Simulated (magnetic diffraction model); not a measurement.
# PrMgZr2 below its ordering temperature

Space group Cmcm (no. 63), a = 4.6150 Å, b = 18.3480 Å, c = 4.8150 Å.

```csv
site,atom,x,y,z
4c,Pr,0,0.8950,1/4
4c,Zr,1/2,0.7479,1/4
4c,Zr,0,0.5390,1/4
4c,Mg,0,0.6756,1/4
```

The compound is invented for this exercise: a known structure type with other elements, its cell scaled to their sizes and not relaxed.

Only Pr is taken to order (form factors of Pr3+); orders and moment sizes are assumed, and not adapted to the symmetry. Radiation: neutrons of λ = 2.567 Å, 3° to 60°; isotropic B of 0.28 Å² (Pr), 0.34 Å² (Zr) and 0.48 Å² (Mg). Simulated constant-wavelength pattern: nuclear and magnetic terms add, the magnetic one as |2.695 fm × Σ f S⊥ exp(2πi Q·r) exp(−B s²)|², summed over all Q at one angle with the factor 1/(sin²θ cos θ). For collinear order S is the moment m, which repeats by lattice and centring translations R with the sign exp(−2πi k·R). Free-ion form factors, Sears's scattering lengths of 1992, no absorption; a label names one of the reflections at its angle. The strongest nuclear line in the range is 100, and lines under 0.2 are left out.

Above the ordering temperature:

| 2θ (°) | index | I |
| --- | --- | --- |
| 16.09 | (0 2 0) | 8.1 |
| 32.50 | (0 4 0) | 7.7 |
| 33.33 | (1 1 0) | 15.2 |
| 35.04 | (0 2 1) | 5.1 |
| 40.78 | (1 3 0) | 1.5 |
| 45.47 | (0 4 1) | 0.8 |
| 46.10 | (1 1 1) | 2.5 |
| 49.63 | (0 6 0) | 2.4 |
| 52.04 | (1 3 1) | 100.0 |
| 53.09 | (1 5 0) | 22.2 |
| 59.63 | (0 6 1) | 28.2 |

Below it (cell unchanged):

```
2θ (°)      I
 16.09    8.1
 16.49    9.4
 20.07    2.7
 32.50    7.7
 32.71    1.9
 33.33   15.2
 35.04    5.1
 35.24    0.4
 37.14    2.8
 40.26    2.8
 40.71    3.8
 40.78    1.5
 45.47    0.8
 45.63    1.9
 46.10    2.5
 48.30    1.6
 49.50    1.0
 49.63    2.4
 50.96    0.3
 52.04  100.0
 53.09   22.2
 56.78    0.3
 57.86    0.4
 58.45    0.5
 59.63   28.2
```

**Question.** Check that the new lines index with k = (1/2 1/2 0), then choose among these models:
A. collinear moments along [101], 1.7 μB on Pr; signs + at (0, 0.8950, 1/4), + at (1/2, 0.6050, 3/4)
B. collinear moments along [111], 1.7 μB on Pr; signs + at (0, 0.8950, 1/4), − at (1/2, 0.6050, 3/4)
C. collinear moments along [111], 1.7 μB on Pr; signs + at (0, 0.8950, 1/4), + at (1/2, 0.6050, 3/4)
D. collinear moments along [101], 1.7 μB on Pr; signs + at (0, 0.8950, 1/4), − at (1/2, 0.6050, 3/4)

The new lines index as (1/2 1/2 0) at 16.49°, (1/2 -3/2 0) at 20.07°, (1/2 -7/2 0) at 32.71° and (1/2 1/2 1) at 35.24°, that is as H ± k with k = (1/2 1/2 0), one of 2 inequivalent arms of its star (k and −k counted as one), which a powder can't tell apart. Half indices mean that the moments reverse under translations with k·R a half-integer, and the magnetic cell has twice the primitive volume.

Magnetic intensity, observed (below minus above) and for each model:

| 2θ (°) | index | observed | A | B | C | D |
| --- | --- | --- | --- | --- | --- | --- |
| 16.49 | (1/2 1/2 0) | 9.4 | 9.4 | 1.6 | 13.5 | 1.1 |
| 20.07 | (1/2 -3/2 0) | 2.7 | 2.7 | 7.7 | 3.3 | 6.2 |
| 25.82 | (1/2 5/2 0) | <0.2 | <0.2 | 1.7 | <0.2 | 6.3 |
| 35.24 | (1/2 1/2 1) | 0.4 | 0.4 | 6.7 | 0.8 | 3.7 |
| 37.14 | (1/2 -3/2 1) | 2.8 | 2.8 | 2.0 | 4.8 | 1.2 |
| 40.26 | (1/2 9/2 0) | 2.8 | 2.8 | <0.2 | 0.3 | <0.2 |
| 40.71 | (1/2 5/2 1) | 3.8 | 3.8 | <0.2 | 3.9 | <0.2 |
| 51.61 | (1/2 9/2 1) | <0.2 | <0.2 | 1.5 | <0.2 | 2.8 |

Model A matches.

The structure used: k = (1/2 1/2 0), collinear moments along [101], 1.7 μB on Pr; signs + at (0, 0.8950, 1/4), + at (1/2, 0.6050, 3/4).

[Logs are printed without paths, hosts, clocks, repeated set-up lines and the standing remarks that a program may print on its own settings, such as how far it seeks lower states.]
